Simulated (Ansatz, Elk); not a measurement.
# How far do independent atoms describe CdSiAsP?

Structure refinements treat a crystal as free atoms side by side. For a made-up structure of CdSiAsP (cell and positions from a r2SCAN relaxation) the runs below show what the calculated density changes in F(hkl).

Calculated with Elk 11.2.3 (patched build); DFT, PBE, all-electron APW+lo, Dirac cores, scalar-relativistic bands, static density, no spin.

The structure was built from a prototype and need not be the compound's stable phase.

**1. Set-up**

The structure is orthorhombic, space group I2_12_12_1 (No. 24). The conventional cell has a = 5.763 Å, b = 5.839 Å, c = 10.714 Å, α = 90.00°, β = 90.00°, γ = 90.00°. Nearest to Cd lie 2 P at 2.59 Å and 2 As at 2.63 Å. Nearest to As lie 2 Si at 2.35 Å and 2 Cd at 2.63 Å. Nearest to P lie 2 Si at 2.27 Å and 2 Cd at 2.59 Å. Nearest to Si lie 2 P at 2.27 Å and 2 As at 2.35 Å. Farther neighbours are not listed.

As a file:

```cif
data_structure
_symmetry_space_group_name_H-M 'P 1'
_symmetry_Int_Tables_number 1
_cell_length_a 6.7473
_cell_length_b 6.7473
_cell_length_c 6.7473
_cell_angle_alpha 128.719
_cell_angle_beta 129.442
_cell_angle_gamma 74.882
_cell_volume 180.27
loop_
_atom_site_label
_atom_site_type_symbol
_atom_site_fract_x
_atom_site_fract_y
_atom_site_fract_z
_atom_site_occupancy
Cd1 Cd 0.88277 0.63277 0.25000 1
Cd2 Cd 0.61723 0.86723 0.75000 1
As3 As 0.46173 0.75000 0.21173 1
As4 As 0.03827 0.25000 0.28827 1
P5 P 0.25000 0.04841 0.79841 1
P6 P 0.75000 0.45159 0.70159 1
Si7 Si 0.37914 0.12914 0.25000 1
Si8 Si 0.12086 0.37086 0.75000 1
```

**2. Ground state and structure factors**

An all-electron density is needed, since X-rays see the cores too. Task 0 finds the density and task 195 Fourier-transforms it; tshift is off so that phases refer to the origin typed.

elk.in reads:

```
tasks
  0
  195

xctype
  20

spinpol
  .false.

rgkmax
  7.0

gmaxvr
  14.0

lmaxo
  7

lmaxapw
  8

swidth
  0.002

tshift
  .false.

ramdisk
  .false.

hmaxvr
  5.5

maxscl
  120

epspot
  1e-06

sppath
  './'

avec
  -5.51744827147 5.44484239663 10.12371235981
  5.51744827147 -5.44484239663 10.12371235981
  5.51744827147 5.44484239663 -10.12371235981

atoms
  4
  'Cd.in'
  2
  0.8827665690 0.6327665690 0.2500000000   0.000000 0.000000 0.000000
  0.6172334310 0.8672334310 0.7500000000   0.000000 0.000000 0.000000
  'As.in'
  2
  0.4617293058 0.7500000000 0.2117293058   0.000000 0.000000 0.000000
  0.0382706942 0.2500000000 0.2882706942   0.000000 0.000000 0.000000
  'P.in'
  2
  0.2500000000 0.0484056615 0.7984056615   0.000000 0.000000 0.000000
  0.7500000000 0.4515943385 0.7015943385   0.000000 0.000000 0.000000
  'Si.in'
  2
  0.3791381718 0.1291381718 0.2500000000   0.000000 0.000000 0.000000
  0.1208618282 0.3708618282 0.7500000000   0.000000 0.000000 0.000000

ngridk
  6 6 6
```

Started as:

```bash
> OMP_NUM_THREADS=4 elk
```

Numbers of over 12 decimals in the logs are rounded to 6 here.

The log of the run:

```text
┌─────────────────────────┐
│ Elk code version 11.2.3 │
└─────────────────────────┘

All units are atomic (Hartree, Bohr, etc.)

┌─────────────────────────────────────────────────┐
│ Ground-state run starting from atomic densities │
└─────────────────────────────────────────────────┘

Lattice vectors :
  -5.517448271       5.444842397       10.12371236
   5.517448271      -5.444842397       10.12371236
   5.517448271       5.444842397      -10.12371236

Reciprocal lattice vectors :
  0.2074906664E-17  0.5769850484      0.3103202207
  0.5693923167      0.4761013765E-17  0.3103202207
  0.5693923167      0.5769850484      0.2087004142E-17

Unit cell volume      :    1216.531538
Brillouin zone volume :   0.2038995339

Muffin-tin inner radius fraction :   0.1000000000E-01

Nuclei treated as point charges

Species : 1 (Cd)
 parameters loaded from : Cd.in
 name : cadmium
 nuclear charge    :   -48.00000000
 electronic charge :    48.00000000
 atomic mass :    204912.7176
 muffin-tin radius :    2.600000000
 number of radial points in muffin-tin :   1193
 inner part over the whole radius :   0.9972693929E-02
 number on inner part of muffin-tin    :    850
 approximate nuclear radius :   0.8708852602E-04
 number of mesh points to nuclear radius :    426
 atomic positions (lattice), magnetic fields (Cartesian) :
  1 :   0.88276657  0.63276657  0.25000000    0.00000000  0.00000000  0.00000000
  2 :   0.61723343  0.86723343  0.75000000    0.00000000  0.00000000  0.00000000

Species : 2 (As)
 parameters loaded from : As.in
 name : arsenic
 nuclear charge    :   -33.00000000
 electronic charge :    33.00000000
 atomic mass :    136573.7220
 muffin-tin radius :    2.293358231
 number of radial points in muffin-tin :    993
 inner part over the whole radius :   0.9994396327E-02
 number on inner part of muffin-tin    :    702
 approximate nuclear radius :   0.7712558785E-04
 number of mesh points to nuclear radius :    342
 atomic positions (lattice), magnetic fields (Cartesian) :
  1 :   0.46172931  0.75000000  0.21172931    0.00000000  0.00000000  0.00000000
  2 :   0.03827069  0.25000000  0.28827069    0.00000000  0.00000000  0.00000000

Species : 3 (P)
 parameters loaded from : P.in
 name : phosphorus
 nuclear charge    :   -15.00000000
 electronic charge :    15.00000000
 atomic mass :    56461.71230
 muffin-tin radius :    2.164871924
 number of radial points in muffin-tin :    793
 inner part over the whole radius :   0.9844591047E-02
 number on inner part of muffin-tin    :    553
 approximate nuclear radius :   0.6081821256E-04
 number of mesh points to nuclear radius :    249
 atomic positions (lattice), magnetic fields (Cartesian) :
  1 :   0.25000000  0.04840566  0.79840566    0.00000000  0.00000000  0.00000000
  2 :   0.75000000  0.45159434  0.70159434    0.00000000  0.00000000  0.00000000

Species : 4 (Si)
 parameters loaded from : Si.in
 name : silicon
 nuclear charge    :   -14.00000000
 electronic charge :    14.00000000
 atomic mass :    51196.73458
 muffin-tin radius :    2.068677852
 number of radial points in muffin-tin :    793
 inner part over the whole radius :   0.9894666675E-02
 number on inner part of muffin-tin    :    552
 approximate nuclear radius :   0.5963282101E-04
 number of mesh points to nuclear radius :    247
 atomic positions (lattice), magnetic fields (Cartesian) :
  1 :   0.37913817  0.12913817  0.25000000    0.00000000  0.00000000  0.00000000
  2 :   0.12086183  0.37086183  0.75000000    0.00000000  0.00000000  0.00000000

Total number of atoms per unit cell :    8
Total muffin-tin volume :    407.4578526
 ratio of muffin-tin to unit cell volume :   0.3349340646

Spin treatment :
 spin-unpolarised

Number of Bravais lattice symmetries :    8
Number of crystal symmetries         :    4
Crystal has no inversion symmetry
Complex Hermitian eigensolver will be used

k-point grid :      6     6     6
k-point offset :    0.000000000       0.000000000       0.000000000
[...]
Estimated direct band gap   :   0.5660609272E-01
 at k-point 1

Charges :
 core                        :    136.0000000
 valence                     :    84.00000000
 interstitial                :    13.42730291
 muffin-tins (core leakage)
  species : 1 (Cd)
[...]
species : 2 (As)
[...]
species : 3 (P)
[...]
species : 4 (Si)
[...]
total in muffin-tins        :    206.5726971
 total calculated charge     :    219.9923801
 total charge                :    220.0000000
 error                       :   0.7619874951E-02

RMS change in Kohn-Sham potential (target) :   0.3836168158     (  0.1000000000E-05)
Absolute change in total energy (target)   :    1.051081493     (  0.1000000000E-03)

[... loops 3 to 14 left out ...]

┌──────────────────┐
│ Loop number : 15 │
└──────────────────┘

Energies :
 Fermi                       :     0.196443
 sum of occupied eigenvalues :     -10029.202978750
 electron kinetic            :      17626.628211527
 core electron kinetic       :      16863.334601052
 Coulomb                     :     -34039.703662955
 Coulomb potential           :     -26919.793579175
 nuclear-nuclear             :     -1760.5195671050
 electron-nuclear            :     -37672.322301585
 Hartree                     :      5393.1382057353
 Madelung                    :     -20579.806873367
 xc potential                :     -736.03761110253
 exchange                    :     -554.80319004563
 correlation                 :     -10.665336739656
 electron entropic           :    -0.12922834152871E-07
 total energy                :     -16978.543978226

Density of states at Fermi energy :   0.2514940910E-03
 (states/Hartree/unit cell)

Estimated indirect band gap :   0.4327724767E-01
 from k-point 1 to k-point 1
Estimated direct band gap   :   0.4327724767E-01
 at k-point 1

Charges :
 core                        :    136.0000000
 valence                     :    84.00000000
 interstitial                :    13.52438157
 muffin-tins (core leakage)
  species : 1 (Cd)
[...]
species : 2 (As)
[...]
species : 3 (P)
[...]
species : 4 (Si)
[...]
total in muffin-tins        :    206.4756184
 total calculated charge     :    219.9925619
 total charge                :    220.0000000
 error                       :   0.7438053689E-02

RMS change in Kohn-Sham potential (target) :   0.1588223825E-06 (  0.1000000000E-05)
Absolute change in total energy (target)   :   0.7572125105E-04 (  0.1000000000E-03)

Convergence targets achieved

┌──────────────────┐
│ Loop number : 16 │
└──────────────────┘

Energies :
 Fermi                       :     0.196443
 sum of occupied eigenvalues :     -10029.202966173
 electron kinetic            :      17626.628216692
 core electron kinetic       :      16863.334605113
 Coulomb                     :     -34039.703657200
 Coulomb potential           :     -26919.793579193
 nuclear-nuclear             :     -1760.5195671050
 electron-nuclear            :     -37672.322289585
 Hartree                     :      5393.1381994903
 Madelung                    :     -20579.806867604
 xc potential                :     -736.03760367187
 exchange                    :     -554.80318969551
 correlation                 :     -10.665336747263
 electron entropic           :    -0.12922877046519E-07
 total energy                :     -16978.543966964

Density of states at Fermi energy :   0.2514949825E-03
 (states/Hartree/unit cell)

Estimated indirect band gap :   0.4327723419E-01
 from k-point 1 to k-point 1
Estimated direct band gap   :   0.4327723419E-01
 at k-point 1

Charges :
 core                        :    136.0000000
 valence                     :    84.00000000
 interstitial                :    13.52438155
 muffin-tins (core leakage)
  species : 1 (Cd)
[...]
species : 2 (As)
[...]
species : 3 (P)
[...]
atom 2                    :    13.30186943     (  0.3850523734E-03)
  species : 4 (Si)
   atom 1                    :    11.90584763     (  0.2593449711E-02)
   atom 2                    :    11.90584763     (  0.2593449711E-02)
 total in muffin-tins        :    206.4756184
 total calculated charge     :    219.9925619
 total charge                :    220.0000000
 error                       :   0.7438054228E-02

┌──────────────────────────────┐
│ Self-consistent loop stopped │
└──────────────────────────────┘

Warning : core states of species 1 leak from the muffin-tin :   0.2441883761E-03

Warning : core states of species 2 leak from the muffin-tin :   0.2751686991E-03

Warning : core states of species 3 leak from the muffin-tin :   0.3850523734E-03

Warning : core states of species 4 leak from the muffin-tin :   0.2593449711E-02

Wrote STATE.OUT
```

Elapsed: 2.1 min, on 4 threads of INTEL XEON PLATINUM 8581C at 2.30GHz (Emerald Rapids), shared host; peak memory 0.36 GiB.

SFACRHO.OUT:

```text

h k l indices transformed by vhmat matrix:
   1.000000000       0.000000000       0.000000000    
   0.000000000       1.000000000       0.000000000    
   0.000000000       0.000000000       1.000000000    

      h      k      l  multipl.   |H|            Re(F)            Im(F)           |F|

      0      0      0      1   0.0000000       220.00000      0.65191001E-15   220.00000    
      1      1     -1      1  0.62064044       24.746497      -0.0000000       24.746497    
     -1     -1      1      1  0.62064044       24.746497      -0.0000000       24.746497    
      1      0     -1      1  0.64846453     -0.50648300E-13  -40.713423       40.713423    
      0      1      0      1  0.64846453     -0.10551729E-13  -40.713423       40.713423    
      0     -1      0      1  0.64846453     -0.10551729E-13   40.713423       40.713423    
     -1      0      1      1  0.64846453     -0.50648300E-13   40.713423       40.713423    
     -1      0      0      1  0.65514150     -0.45372435E-13   28.803067       28.803067    
      0     -1      1      1  0.65514150      0.16882767E-13  -28.803067       28.803067    
      0      1     -1      1  0.65514150      0.16882767E-13   28.803067       28.803067    
      1      0      0      1  0.65514150     -0.46427608E-13  -28.803067       28.803067    
      0      0     -1      1  0.81062899     -0.10609344E-13  -33.518396       33.518396    
      0      0      1      1  0.81062899     -0.99773480E-14   33.518396       33.518396    
      1     -1      0      1  0.81062899      0.37175213E-14  -33.518396       33.518396    
     -1      1      0      1  0.81062899      0.15322784E-14   33.518396       33.518396    
      1      1      0      1   1.0209378      -104.42610       77.439382       130.00641    
     -1     -1      0      1   1.0209378      -104.42610      -77.439382       130.00641    
      0     -2      1      1   1.0209378       104.42610      -77.439382       130.00641
```

Elk indexes on the primitive cell of elk.in and gives |H| = 4π sin θ/λ in inverse bohr. Below, one row stands for each form hkl of the conventional cell (m members, Friedel mates merged), F is for one primitive cell and the density is static (no thermal factor). Free-atom factors are Waasmaier and Kirfel's, and R is Σm||F|−|F'||/Σm|F|.

```csv
hkl,m,sin θ/λ (Å⁻¹),"abs F, DFT",neutral atoms,diff.,abs of complex diff.
002,2,0.093,24.747,24.768,-0.021,0.021
011,4,0.098,40.713,40.947,-0.234,0.234
101,4,0.099,28.803,28.977,-0.174,0.174
110,4,0.122,33.518,33.582,-0.064,0.064
112,8,0.153,130.006,129.498,+0.508,0.773
013,4,0.164,42.187,42.174,+0.013,0.013
103,4,0.165,63.155,63.239,-0.084,0.084
020,2,0.171,28.402,28.939,-0.538,0.538
200,2,0.173,30.541,31.107,-0.567,0.567
004,2,0.187,22.495,22.914,-0.419,0.419
022,4,0.195,44.282,44.362,-0.079,0.079
202,4,0.197,34.435,34.548,-0.112,0.112
121,8,0.198,52.805,52.997,-0.192,0.313
211,8,0.199,55.351,55.500,-0.150,0.251
114,8,0.223,34.537,34.664,-0.127,0.127
123,8,0.238,34.913,35.118,-0.205,0.208
213,8,0.239,34.647,34.873,-0.226,0.232
220,4,0.244,149.321,149.747,-0.426,0.426
015,4,0.248,53.192,53.379,-0.187,0.187
105,4,0.249,37.798,37.989,-0.192,0.192
024,4,0.253,151.150,151.588,-0.438,0.438
204,4,0.255,148.634,149.049,-0.415,0.415
```

**3. The highest occupied states alone**

An energy window below the Fermi level keeps the highest occupied states, to see at which angles they scatter; shallow core shells can lie inside it and anion s states outside. No new self-consistency is needed.

Edit elk.in of step 2 so:

```diff
@@ -1,3 +1,2 @@
 tasks
-  0
   195
@@ -40,2 +39,5 @@
 
+wsfac
+  -0.354800 0.496440
+
 sppath
```

Started as:

```bash
> OMP_NUM_THREADS=4 elk
```

The log of the run:

```text
┌─────────────────────────────────┐
│ Elk code version 11.2.3 started │
└─────────────────────────────────┘

Info(readinput): the functional depends on the density's gradient
 muffin-tin radial points multiplied by    2.00000
 (not where nrmtscf is given)

┌────────────────────┐
│ Current task : 195 │
└────────────────────┘
Info(checkmt): changed muffin-tin radius of species 2 (As) from   2.4000 to   2.2934
Info(checkmt): changed muffin-tin radius of species 3 (P) from   2.2000 to   2.1649
Info(checkmt): changed muffin-tin radius of species 4 (Si) from   2.2000 to   2.0687

Info(sfacrho): density structure factors written to SFACRHO.OUT

 Energy window :  -0.3548000000      0.4964400000

┌──────────────────┐
│ Elk code stopped │
└──────────────────┘
```

The job ended after 18 s (4 threads; peak memory 0.27 GiB).

States within 15 eV below the Fermi level hold 52.00 electrons; any levels below the window count with the cores. Their amplitudes can exceed the total, where window and core parts have opposite phase:

```csv
hkl,sin θ/λ (Å⁻¹),"abs F, window","abs F, all"
002,0.093,2.435,24.747
011,0.098,8.558,40.713
101,0.099,7.938,28.803
110,0.122,0.295,33.518
112,0.153,18.982,130.006
013,0.164,8.169,42.187
103,0.165,10.423,63.155
020,0.171,9.588,28.402
200,0.173,9.246,30.541
004,0.187,8.552,22.495
```

**4. Another functional**

The difference from free atoms is small, so it is set against the change that LDA (Perdew-Wang) makes.

Edit elk.in of step 3 so:

```diff
@@ -1,2 +1,3 @@
 tasks
+  0
   195
@@ -4,3 +5,3 @@
 xctype
-  20
+  3
 
@@ -39,5 +40,2 @@
 
-wsfac
-  -0.354800 0.496440
-
 sppath
```

Started as:

```bash
> OMP_NUM_THREADS=4 elk
```

The log of the run:

```text
┌─────────────────────────┐
│ Elk code version 11.2.3 │
└─────────────────────────┘

All units are atomic (Hartree, Bohr, etc.)

┌─────────────────────────────────────────────────┐
│ Ground-state run starting from atomic densities │
└─────────────────────────────────────────────────┘

Lattice vectors :
  -5.517448271       5.444842397       10.12371236
   5.517448271      -5.444842397       10.12371236
   5.517448271       5.444842397      -10.12371236

Reciprocal lattice vectors :
  0.2074906664E-17  0.5769850484      0.3103202207
[...]
total in muffin-tins        :    206.5127725
 total calculated charge     :    219.9924553
 total charge                :    220.0000000
 error                       :   0.7544727010E-02

┌──────────────────────────────┐
│ Self-consistent loop stopped │
└──────────────────────────────┘

Warning : core states of species 1 leak from the muffin-tin :   0.2440030736E-03

Warning : core states of species 2 leak from the muffin-tin :   0.2765582364E-03

Warning : core states of species 3 leak from the muffin-tin :   0.3844111874E-03

Warning : core states of species 4 leak from the muffin-tin :   0.2644704717E-02

Wrote STATE.OUT
[key lines of the parts left out:]
total energy                :     -16958.279461817
```

Wall time 96 s (4 threads); peak memory 0.29 GiB; 5.7 min of CPU time.

Against the first run R = 0.05 %; the largest change is -0.068 at 228.

**5. A coarser k-mesh**

About half the k-points along each axis test the sampling.

Edit elk.in of step 4 so:

```diff
@@ -5,3 +5,3 @@
 xctype
-  3
+  20
 
@@ -68,2 +68,2 @@
 ngridk
-  6 6 6
+  3 3 3
```

Started as:

```bash
> OMP_NUM_THREADS=4 elk
```

The log of the run:

```text
┌─────────────────────────┐
│ Elk code version 11.2.3 │
└─────────────────────────┘

All units are atomic (Hartree, Bohr, etc.)

┌─────────────────────────────────────────────────┐
│ Ground-state run starting from atomic densities │
└─────────────────────────────────────────────────┘

Lattice vectors :
  -5.517448271       5.444842397       10.12371236
   5.517448271      -5.444842397       10.12371236
   5.517448271       5.444842397      -10.12371236

Reciprocal lattice vectors :
  0.2074906664E-17  0.5769850484      0.3103202207
[...]
total in muffin-tins        :    206.4766614
 total calculated charge     :    219.9925731
 total charge                :    220.0000000
 error                       :   0.7426870672E-02

┌──────────────────────────────┐
│ Self-consistent loop stopped │
└──────────────────────────────┘

Warning : core states of species 1 leak from the muffin-tin :   0.2441913936E-03

Warning : core states of species 2 leak from the muffin-tin :   0.2751929338E-03

Warning : core states of species 3 leak from the muffin-tin :   0.3850929055E-03

Warning : core states of species 4 leak from the muffin-tin :   0.2592851977E-02

Wrote STATE.OUT
[key lines of the parts left out:]
total energy                :     -16978.542530564
```

The job ended after 42 s (4 threads; peak memory 0.35 GiB; 89 s of CPU time).

Against the first run R = 0.00 %; the largest change is -0.005 at 200.

**6. Settings against the effect**

```csv
run,R against the first run (%),"R against neutral atoms, low angle (%)",wall time
"PBE, rgkmax 7",0.00,0.43,2.1 min
LDA (Perdew-Wang),0.05,0.43,96 s
k-mesh 3×3×3,0.00,0.43,42 s
```

**7. Outcome**

```json
{
  "R against neutral atoms, sin θ/λ < 0.3 Å⁻¹": "0.43 %",
  "R against neutral atoms, 0.3 to 0.53 Å⁻¹": "0.19 %"
}
```

Independent neutral atoms miss the calculated amplitudes by R = 0.43 % below 0.3 Å⁻¹ and 0.19 % from there to 0.53 Å⁻¹; by shells, 0.42 % below 0.15 Å⁻¹ (4 forms), 0.43 % 0.15 to 0.3 (28 forms), 0.22 % 0.3 to 0.45 (62 forms), 0.15 % above 0.45 (55 forms). Bonding, aspherical density and the tables' own atoms all enter these figures, and the runs don't part them. The largest change of an amplitude is -0.59 electrons, at 132. R counts amplitudes alone; phases shift too. The window's part falls from 52.0 electrons at the origin to at most 1.18 between 0.45 and 0.53 Å⁻¹, where compact states inside the window still scatter. Below 0.3 Å⁻¹ the changes that finished (LDA (Perdew-Wang) and k-mesh 3×3×3) move F by R = 0.03 % at most, against the 0.43 % that separates it from free atoms. The basis has no finished test. Part of the difference isn't bonding: the tables are fits to free atoms and ions calculated by other methods than this functional. Thermal motion, anomalous dispersion and extinction are left out.

[Logs are printed without paths, hosts, clocks, repeated set-up lines and the standing remarks that a program may print on its own settings, such as how far it seeks lower states.]

[Hosts, paths, dates, database ids (printed as entryN), source tags and the programs' standing remarks are cut or masked in the printed files.]
